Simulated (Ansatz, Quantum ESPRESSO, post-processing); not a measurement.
# 1T-HfO2, layer by layer, part 3 of 7

What does each added layer of 1T-HfO2 bring in screening, and what does it do to the gap?

Quantum ESPRESSO 7.5; plane-wave DFT, PBEsol, GBRV ultrasoft pseudopotentials; geometry by Ansatz 0.2.0 with PAW datasets.

So far. Step 3 (SCF with pw.x, 1 layer: no field): The run needed 11 iterations to bring the estimated error under 1e-09 Ry; the largest force on any atom, held or free, is 0.45 eV/Å. Step 6 (Electrostatic potential, 1 layer): The slope in the vacuum is 0.100 eV/Å for an applied 0.10 V/Å, as it should be.

## (7) Bands along a path, 1 layer: no field

A bands run reads the converged density and follows the path given under K_POINTS.

The input, n1.f0.bands.in:

```
&control
  prefix = 'n1.f0.bands'
  outdir = './out'
  pseudo_dir = './pseudo'
  calculation = 'bands'
  tefield = .true.
  dipfield = .true.
/
&system
  ibrav = 0
  nat = 3
  ntyp = 2
  ecutwfc = 40
  ecutrho = 200
  occupations = 'smearing'
  smearing = 'fd'
  degauss = 0.004
  edir = 3
  emaxpos = 0.97
  eopreg = 0.04
  eamp = 0.0
  nbnd = 16
/
&electrons
  conv_thr = 1e-07
  mixing_beta = 0.4
  electron_maxstep = 120
  mixing_mode = 'local-TF'
/
ATOMIC_SPECIES
  O   15.9990  o_pbesol_v1.2.uspp.F.UPF
  Hf  178.4900  hf_pbesol_v1.uspp.F.UPF
CELL_PARAMETERS angstrom
  3.25150248224695 0.00000000000000 -0.00000000000000
  -1.62575124112348 2.81588375009402 0.00000000000000
  -0.00000000000000 0.00000000000000 19.51859087590000
ATOMIC_POSITIONS crystal
  O   0.666666666667 0.333333333333 0.450298592172
  Hf  -0.000000000000 0.000000000000 0.499999893591
  O   0.333333333333 0.666666666667 0.549701514236
K_POINTS crystal_b
4
  0.0000000000 0.0000000000 0.0000000000 12
  0.5000000000 0.0000000000 0.0000000000 12
  0.3333333333 0.3333333333 0.0000000000 12
  0.0000000000 0.0000000000 0.0000000000 1
```

Run with:

```bash
$ cp -r out/n1.f0.save out/n1.f0.bands.save
$ cp out/n1.f0.xml out/n1.f0.bands.xml
$ OMP_NUM_THREADS=1 mpirun -n 4 pw.x -nk 4 -in n1.f0.bands.in > n1.f0.bands.out
```

Output:

```text
[banner, memory and clock lines left out]
Program PWSCF v.7.5 starts

          URL

     Presently no symmetry can be used with electric field

     Atomic positions and unit cell read from directory:
     ./out/n1.f0.bands.save/

     G-vector sticks info

     bravais-lattice index     =            0
     lattice parameter (alat)  =       6.1444  a.u.
     unit-cell volume          =    1205.9905 (a.u.)^3
     number of atoms/cell      =            3
     number of atomic types    =            2
     number of electrons       =        24.00
     number of Kohn-Sham states=           16
     kinetic-energy cutoff     =      40.0000  Ry
     charge density cutoff     =     200.0000  Ry
     Exchange-correlation= SLA  PW   PSX  PSC
                           (   1   4  10   8   0   0   0)

     celldm(1)=   6.144449  celldm(2)=   0.000000  celldm(3)=   0.000000
     celldm(4)=   0.000000  celldm(5)=   0.000000  celldm(6)=   0.000000

     crystal axes: (cart. coord. in units of alat)
               a(1) = (   1.000000   0.000000  -0.000000 )
               a(2) = (  -0.500000   0.866025   0.000000 )
               a(3) = (  -0.000000   0.000000   6.002945 )

     reciprocal axes: (cart. coord. in units 2 pi/alat)
               b(1) = (  1.000000  0.577350  0.000000 )
               b(2) = ( -0.000000  1.154701 -0.000000 )
               b(3) = (  0.000000  0.000000  0.166585 )

     PseudoPot. # 1 for O  read from file:
     ./pseudo/o_pbesol_v1.2.uspp.F.UPF
     Pseudo is Ultrasoft + core correction, Zval =  6.0
     Generated by new atomic code, or converted to UPF format
     Using radial grid of  737 points,  5 beta functions with:
                l(1) =   0
                l(2) =   0
                l(3) =   1
                l(4) =   1
                l(5) =   2
     Q(r) pseudized with  8 coefficients,  rinner =    0.900   0.900   0.900
                                                       0.900   0.900

     PseudoPot. # 2 for Hf read from file:
     ./pseudo/hf_pbesol_v1.uspp.F.UPF
     Pseudo is Ultrasoft + core correction, Zval = 12.0
     Generated by new atomic code, or converted to UPF format
     Using radial grid of  921 points,  8 beta functions with:
                l(1) =   0
                l(2) =   0
                l(3) =   0
                l(4) =   1
                l(5) =   1
                l(6) =   2
                l(7) =   2
                l(8) =   3
     Q(r) pseudized with  6 coefficients,  rinner =    1.200   1.200   1.200
                                                       1.200   1.200   1.200
                                                       1.200

     atomic species   valence    mass     pseudopotential
     O                 6.00    15.99900     O ( 1.00)
     Hf               12.00   178.49000     Hf( 1.00)

     No symmetry found

   Cartesian axes

     site n.     atom                  positions (alat units)
         1        O      tau(   1) = (   0.5000000   0.2886751   2.7031177  )
         2        Hf     tau(   2) = (  -0.0000000   0.0000000   3.0014719  )
         3        O      tau(   3) = (  -0.0000000   0.5773503   3.2998280  )

     number of k points=    37  Fermi-Dirac smearing, width (Ry)=  0.0040
                       cart. coord. in units 2pi/alat
        k(    1) = (   0.0000000   0.0000000   0.0000000), wk =   0.0540541
        k(    2) = (   0.0416667   0.0240563   0.0000000), wk =   0.0540541
        k(    3) = (   0.0833333   0.0481125   0.0000000), wk =   0.0540541
        k(    4) = (   0.1250000   0.0721688   0.0000000), wk =   0.0540541
        k(    5) = (   0.1666667   0.0962250   0.0000000), wk =   0.0540541
        k(    6) = (   0.2083333   0.1202813   0.0000000), wk =   0.0540541
        k(    7) = (   0.2500000   0.1443376   0.0000000), wk =   0.0540541
        k(    8) = (   0.2916667   0.1683938   0.0000000), wk =   0.0540541
        k(    9) = (   0.3333333   0.1924501   0.0000000), wk =   0.0540541
        k(   10) = (   0.3750000   0.2165064   0.0000000), wk =   0.0540541
        k(   11) = (   0.4166667   0.2405626   0.0000000), wk =   0.0540541
        k(   12) = (   0.4583333   0.2646189   0.0000000), wk =   0.0540541
        k(   13) = (   0.5000000   0.2886751   0.0000000), wk =   0.0540541
        k(   14) = (   0.4861111   0.3127314   0.0000000), wk =   0.0540541
        k(   15) = (   0.4722222   0.3367877   0.0000000), wk =   0.0540541
        k(   16) = (   0.4583333   0.3608439   0.0000000), wk =   0.0540541
        k(   17) = (   0.4444444   0.3849002   0.0000000), wk =   0.0540541
        k(   18) = (   0.4305556   0.4089564   0.0000000), wk =   0.0540541
        k(   19) = (   0.4166667   0.4330127   0.0000000), wk =   0.0540541
        k(   20) = (   0.4027778   0.4570690   0.0000000), wk =   0.0540541
        k(   21) = (   0.3888889   0.4811252   0.0000000), wk =   0.0540541
        k(   22) = (   0.3750000   0.5051815   0.0000000), wk =   0.0540541
        k(   23) = (   0.3611111   0.5292377   0.0000000), wk =   0.0540541
        k(   24) = (   0.3472222   0.5532940   0.0000000), wk =   0.0540541
        k(   25) = (   0.3333333   0.5773503   0.0000000), wk =   0.0540541
        k(   26) = (   0.3055556   0.5292377   0.0000000), wk =   0.0540541
        k(   27) = (   0.2777778   0.4811252   0.0000000), wk =   0.0540541
        k(   28) = (   0.2500000   0.4330127   0.0000000), wk =   0.0540541
        k(   29) = (   0.2222222   0.3849002   0.0000000), wk =   0.0540541
        k(   30) = (   0.1944444   0.3367877   0.0000000), wk =   0.0540541
        k(   31) = (   0.1666667   0.2886751   0.0000000), wk =   0.0540541
        k(   32) = (   0.1388889   0.2405626   0.0000000), wk =   0.0540541
        k(   33) = (   0.1111111   0.1924501   0.0000000), wk =   0.0540541
        k(   34) = (   0.0833333   0.1443376   0.0000000), wk =   0.0540541
        k(   35) = (   0.0555556   0.0962250   0.0000000), wk =   0.0540541
        k(   36) = (   0.0277778   0.0481125   0.0000000), wk =   0.0540541
        k(   37) = (   0.0000000   0.0000000   0.0000000), wk =   0.0540541

     Dense  grid:    57533 G-vectors     FFT dimensions: (  27,  27, 180)

     Smooth grid:    41285 G-vectors     FFT dimensions: (  25,  25, 150)

     Check: negative core charge=   -0.000016

     The potential is recalculated from file :
     ./out/n1.f0.bands.save/charge-density

     negative rho (up, down):  1.092E-01 0.000E+00

     Adding external electric field

     Computed dipole along edir(3) :
        Dipole               -0.0000 Ry au,         -0.0000 Debye
        Dipole field         -0.0000 Ry au,

        Potential amp.        0.0000 Ry
        Total length         35.4094 bohr

     Starting wfcs are   21 randomized atomic wfcs

     Band Structure Calculation
     Davidson diagonalization with overlap

     ethr =  4.17E-10,  avg # of iterations = 39.9

     End of band structure calculation

          k = 0.0000 0.0000 0.0000 (  5187 PWs)   bands (ev):

   -64.5016 -33.3760 -32.9244 -32.9244 -21.3542 -19.4765  -7.9855  -7.9855
    -7.6238  -5.0511  -4.6716  -4.6716   0.6751   0.6751   1.0128   2.3670

          k = 0.0417 0.0241 0.0000 (  5177 PWs)   bands (ev):

   -64.5010 -33.3731 -32.9390 -32.9270 -21.3260 -19.4944  -7.9776  -7.9638
    -7.6041  -5.0275  -4.7469  -4.6976   0.6755   0.7177   1.0687   2.3969

          k = 0.0833 0.0481 0.0000 (  5139 PWs)   bands (ev):

   -64.4992 -33.3648 -32.9816 -32.9344 -21.2438 -19.5458  -7.9535  -7.9002
    -7.5469  -5.0251  -4.8897  -4.7710   0.6644   0.8398   1.2306   2.4851

          k = 0.1250 0.0722 0.0000 (  5139 PWs)   bands (ev):

   -64.4964 -33.3517 -33.0484 -32.9463 -21.1148 -19.6249  -7.9138  -7.7994
    -7.4593  -5.2974  -4.8796  -4.8123   0.6372   1.0271   1.4563   2.6267

          k = 0.1667 0.0962 0.0000 (  5131 PWs)   bands (ev):

   -64.4928 -33.3350 -33.1334 -32.9617 -20.9513 -19.7216  -7.8628  -7.6693
    -7.3561  -5.6254  -5.0072  -4.6913   0.6033   1.2596   1.6765   2.8101

          k = 0.2083 0.1203 0.0000 (  5139 PWs)   bands (ev):

   -64.4885 -33.3179 -33.2277 -32.9797 -20.7720 -19.8201  -7.8180  -7.5207
    -7.2619  -5.9015  -5.1368  -4.5829   0.5704   1.5163   1.8281   2.9984

          k = 0.2500 0.1443 0.0000 (  5151 PWs)   bands (ev):

   -64.4839 -33.3449 -33.2807 -32.9989 -20.6081 -19.8938  -7.8265  -7.3674
    -7.1901  -6.0395  -5.2528  -4.5147   0.5416   1.7769   1.8852   3.2031

          k = 0.2917 0.1684 0.0000 (  5153 PWs)   bands (ev):

   -64.4794 -33.4387 -33.2644 -33.0179 -20.5088 -19.8988  -7.9459  -7.2247
    -7.0970  -6.0149  -5.3425  -4.5048   0.5152   1.8657   2.0240   3.4575

          k = 0.3333 0.1925 0.0000 (  5131 PWs)   bands (ev):

   -64.4751 -33.5284 -33.2444 -33.0356 -20.5015 -19.8143  -8.1529  -7.1065
    -6.9448  -5.8928  -5.3984  -4.5561   0.4879   1.8028   2.2434   3.7815

          k = 0.3750 0.2165 0.0000 (  5140 PWs)   bands (ev):

   -64.4714 -33.6044 -33.2266 -33.0507 -20.5452 -19.6885  -8.3741  -7.0209
    -6.7470  -5.7541  -5.4210  -4.6517   0.4572   1.7245   2.4243   4.1779

          k = 0.4167 0.2406 0.0000 (  5158 PWs)   bands (ev):

   -64.4686 -33.6620 -33.2128 -33.0624 -20.5952 -19.5732  -8.5585  -6.9678
    -6.5302  -5.6656  -5.4202  -4.7529   0.4258   1.6521   2.5588   4.6263

          k = 0.4583 0.2646 0.0000 (  5164 PWs)   bands (ev):

   -64.4668 -33.6979 -33.2040 -33.0697 -20.6308 -19.4955  -8.6783  -6.9407
    -6.3339  -5.6640  -5.4109  -4.8156   0.4010   1.6016   2.6417   5.0607

          k = 0.5000 0.2887 0.0000 (  5144 PWs)   bands (ev):

   -64.4662 -33.7100 -33.2009 -33.0721 -20.6435 -19.4683  -8.7196  -6.9326
    -6.2423  -5.6913  -5.4061  -4.8325   0.3915   1.5836   2.6699   5.2809

          k = 0.4861 0.3127 0.0000 (  5162 PWs)   bands (ev):

   -64.4662 -33.7080 -33.2007 -33.0763 -20.6365 -19.4739  -8.7069  -6.9433
    -6.2271  -5.6997  -5.4186  -4.8338   0.4031   1.5816   2.6564   5.2868

          k = 0.4722 0.3368 0.0000 (  5174 PWs)   bands (ev):

   -64.4660 -33.7019 -33.2000 -33.0887 -20.6158 -19.4904  -8.6692  -6.9723
    -6.1847  -5.7302  -5.4491  -4.8379   0.4358   1.5766   2.6177   5.3042

          k = 0.4583 0.3608 0.0000 (  5156 PWs)   bands (ev):

   -64.4657 -33.6917 -33.1988 -33.1087 -20.5822 -19.5172  -8.6071  -7.0126
    -6.1226  -5.7961  -5.4806  -4.8450   0.4838   1.5713   2.5587   5.3321

          k = 0.4444 0.3849 0.0000 (  5170 PWs)   bands (ev):

   -64.4652 -33.6777 -33.1972 -33.1358 -20.5369 -19.5536  -8.5217  -7.0574
    -6.0484  -5.9056  -5.4993  -4.8561   0.5380   1.5699   2.4857   5.3688

          k = 0.4306 0.4090 0.0000 (  5154 PWs)   bands (ev):

   -64.4647 -33.6600 -33.1953 -33.1688 -20.4814 -19.5983  -8.4147  -7.1020
    -6.0523  -5.9678  -5.5050  -4.8718   0.5884   1.5780   2.4057   5.4117

          k = 0.4167 0.4330 0.0000 (  5152 PWs)   bands (ev):

   -64.4642 -33.6388 -33.2066 -33.1932 -20.4180 -19.6499  -8.2882  -7.1433
    -6.2242  -5.8848  -5.5031  -4.8932   0.6257   1.6004   2.3245   5.4574

          k = 0.4028 0.4571 0.0000 (  5168 PWs)   bands (ev):

   -64.4636 -33.6145 -33.2480 -33.1911 -20.3488 -19.7068  -8.1449  -7.1796
    -6.4109  -5.8020  -5.4978  -4.9210   0.6451   1.6391   2.2466   5.5016

          k = 0.3889 0.4811 0.0000 (  5174 PWs)   bands (ev):

   -64.4631 -33.5873 -33.2914 -33.1890 -20.2764 -19.7672  -7.9884  -7.2102
    -6.6040  -5.7214  -5.4919  -4.9552   0.6471   1.6919   2.1746   5.5401

          k = 0.3750 0.5052 0.0000 (  5154 PWs)   bands (ev):

   -64.4626 -33.5575 -33.3353 -33.1871 -20.2034 -19.8294  -7.8228  -7.2347
    -6.7964  -5.6451  -5.4875  -4.9948   0.6373   1.7536   2.1091   5.5389

          k = 0.3611 0.5292 0.0000 (  5166 PWs)   bands (ev):

   -64.4622 -33.5256 -33.3785 -33.1856 -20.1325 -19.8914  -7.6532  -7.2533
    -6.9819  -5.5766  -5.4860  -5.0362   0.6224   1.8181   2.0493   5.5376

          k = 0.3472 0.5533 0.0000 (  5180 PWs)   bands (ev):

   -64.4619 -33.4920 -33.4196 -33.1846 -20.0665 -19.9514  -7.4867  -7.2664
    -7.1541  -5.5227  -5.4885  -5.0715   0.6095   1.8807   1.9932   5.5503

          k = 0.3333 0.5774 0.0000 (  5178 PWs)   bands (ev):

   -64.4618 -33.4571 -33.4571 -33.1843 -20.0080 -20.0078  -7.3632  -7.2748
    -7.2747  -5.4956  -5.4954  -5.0868   0.6042   1.9385   1.9385   5.5720

          k = 0.3056 0.5292 0.0000 (  5166 PWs)   bands (ev):

   -64.4622 -33.5173 -33.3852 -33.1858 -20.1037 -19.9223  -7.5825  -7.2810
    -7.0365  -5.5486  -5.5227  -5.0199   0.6311   1.8244   2.0360   5.4877

          k = 0.2778 0.4811 0.0000 (  5152 PWs)   bands (ev):

   -64.4637 -33.5520 -33.3141 -33.1904 -20.1681 -19.8913  -7.7430  -7.2837
    -6.8625  -5.6749  -5.5644  -4.8733   0.7157   1.6940   2.1146   5.3192

          k = 0.2500 0.4330 0.0000 (  5144 PWs)   bands (ev):

   -64.4662 -33.5566 -33.2531 -33.1923 -20.1941 -19.9242  -7.7974  -7.3002
    -6.8147  -5.7860  -5.6216  -4.7108   0.8458   1.5448   2.1829   5.0486

          k = 0.2222 0.3849 0.0000 (  5166 PWs)   bands (ev):

   -64.4699 -33.5297 -33.2363 -33.1600 -20.1785 -20.0222  -7.7481  -7.3502
    -6.8794  -5.8307  -5.7057  -4.5652   0.9933   1.3819   2.2333   4.5397

          k = 0.1944 0.3368 0.0000 (  5150 PWs)   bands (ev):

   -64.4744 -33.4727 -33.2515 -33.1065 -20.1783 -20.1228  -7.6170  -7.4407
    -7.0171  -5.8159  -5.7865  -4.4624   1.1237   1.2152   2.2396   4.0246

          k = 0.1667 0.2887 0.0000 (  5156 PWs)   bands (ev):

   -64.4795 -33.3908 -33.2738 -33.0570 -20.3786 -20.0326  -7.5590  -7.4604
    -7.1840  -5.9105  -5.6603  -4.4237   1.0562   1.2012   2.1824   3.5905

          k = 0.1389 0.2406 0.0000 (  5122 PWs)   bands (ev):

   -64.4849 -33.2983 -33.2914 -33.0151 -20.6040 -19.9177  -7.6828  -7.4377
    -7.2813  -5.8979  -5.4776  -4.4591   0.9175   1.1958   2.0645   3.2459

          k = 0.1111 0.1925 0.0000 (  5108 PWs)   bands (ev):

   -64.4902 -33.3225 -33.1849 -32.9814 -20.8324 -19.7916  -7.7938  -7.5922
    -7.3171  -5.7062  -5.2698  -4.5593   0.8089   1.1092   1.8760   2.9681

          k = 0.0833 0.1443 0.0000 (  5125 PWs)   bands (ev):

   -64.4948 -33.3442 -33.0834 -32.9559 -21.0410 -19.6696  -7.8811  -7.7480
    -7.4160  -5.3838  -5.0755  -4.6897   0.7357   0.9787   1.6050   2.7106

          k = 0.0556 0.0962 0.0000 (  5161 PWs)   bands (ev):

   -64.4985 -33.3613 -32.9994 -32.9383 -21.2083 -19.5679  -7.9411  -7.8742
    -7.5229  -5.0382  -4.9745  -4.7606   0.6954   0.8432   1.3074   2.5236

          k = 0.0278 0.0481 0.0000 (  5189 PWs)   bands (ev):

   -64.5008 -33.3722 -32.9439 -32.9279 -21.3167 -19.5002  -7.9748  -7.9568
    -7.5976  -5.0200  -4.7724  -4.7047   0.6789   0.7272   1.0878   2.4068

          k = 0.0000 0.0000 0.0000 (  5187 PWs)   bands (ev):

   -64.5016 -33.3760 -32.9244 -32.9244 -21.3542 -19.4765  -7.9855  -7.9855
    -7.6238  -5.0511  -4.6716  -4.6716   0.6751   0.6751   1.0128   2.3670

     XML data file, pseudopotentials, collected wavefunctions

                                        0.00s GPU  (     501 calls)
```

Run time: 13 s. Hardware: 4 MPI ranks of Intel Xeon Platinum 8259CL at 2.50GHz (Skylake/Cascade Lake), shared host; peak memory 0.33 GiB.

This step gave:

| Item | Value |
| --- | --- |
| dipole along the normal | 0 e·Å |
| valence top, on the run's zero | -4.424 eV |
| conduction bottom, on the run's zero | 0.3915 eV |

Band numbers count within the set of bands kept for display. The electronic bands at the labelled points (eV, zero at the highest filled level of the SCF mesh; v1 is the highest filled band, c1 the lowest empty one):

```csv
point,v4,v3,v2,v1,c1,c2,c3,c4
Γ,-3.20,-0.63,-0.25,-0.25,5.10,5.10,5.44,6.79
halfway,-2.77,-1.62,-0.83,-0.09,4.97,6.20,6.31,7.63
M,-1.82,-1.27,-0.98,-0.41,4.82,6.01,7.09,9.70
halfway,-1.80,-1.46,-1.08,-0.47,5.05,6.02,6.75,9.88
K,-2.85,-1.07,-1.07,-0.66,5.03,6.36,6.36,10.00
halfway,-2.76,-1.49,-1.24,0.00,5.48,5.62,6.61,8.01
Γ,-3.20,-0.63,-0.25,-0.25,5.10,5.10,5.44,6.79
```

The electronic bands as a text plot (rows in eV, shown from -4.3 to 6.8 only):

```
    6.6 |+          ++++           +++++++++++++++++++++        +
    6.1 |    ++++++++++++++++++++++++++++ ++++++        ++++
    5.6 |++++++++                               ++++++++++  +++++
    5.2 |+++++++++++             +++++++++++++++      +++++++++++
    4.7 |           +++++++++++++
    4.3 |
    3.8 |
    3.3 |
    2.9 |
    2.4 |
    1.9 |
    1.5 |
    1.0 |
    0.6 |
    0.1 |         ******                          ********
   -0.4 |*********      ***************   ********        *******
   -0.8 |******  ****************      ***            ********  *
   -1.3 |      ***    ************************************
   -1.8 |         ****     *********
   -2.2 |               ***         ***     ****
   -2.7 |        *****************************************
   -3.1 |***********                   *******  *****************
   -3.6 |***************            ***       **          *******
   -4.1 |               ************
         Γ                   M           K                      Γ
```

Along this path the valence top lies between K and Γ and the conduction bottom at M.

## (8) Polarisability from the dipole between 0 and 0.1 V/A, 1 layer

This step gave:

* change of slope in the vacuum: 0.10000 eV/Å
* polarisability a cell: 2.153 Å³
* sheet polarisability 4πα/A: 2.954 Å

The change of the potential energy, second field less first by z:

```csv
z (Å),"change of the potential energy, second field less first (eV)"
0.0,-0.414
0.5,-0.778
1.0,-0.728
1.5,-0.678
2.0,-0.628
2.5,-0.578
3.0,-0.528
3.5,-0.478
4.0,-0.428
4.5,-0.378
5.0,-0.328
5.5,-0.278
6.0,-0.228
6.5,-0.178
7.0,-0.130
7.5,-0.0843
8.0,-0.0473
8.5,-0.0246
9.0,-0.0114
9.5,-0.00358
10.0,0.00334
10.5,0.0111
11.0,0.0243
11.5,0.0467
12.0,0.0836
12.5,0.129
13.0,0.177
13.5,0.227
14.0,0.277
14.5,0.327
15.0,0.377
15.5,0.427
16.0,0.477
16.5,0.527
17.0,0.577
17.5,0.627
18.0,0.677
18.5,0.727
19.0,0.635
```

[end of part 3 of 7]

[Logs are printed without paths, hosts, clocks, repeated set-up lines and the standing remarks that a program may print on its own settings, such as how far it seeks lower states.]

[Hosts, paths, dates, database ids (printed as entryN), source tags and the programs' standing remarks are cut or masked in the printed files.]

[Maps of the electrostatic potential energy from Ansatz leave out the sawtooth potential of an applied field or a dipole correction, so their vacuum need not be flat; planar profiles and work functions include it.]
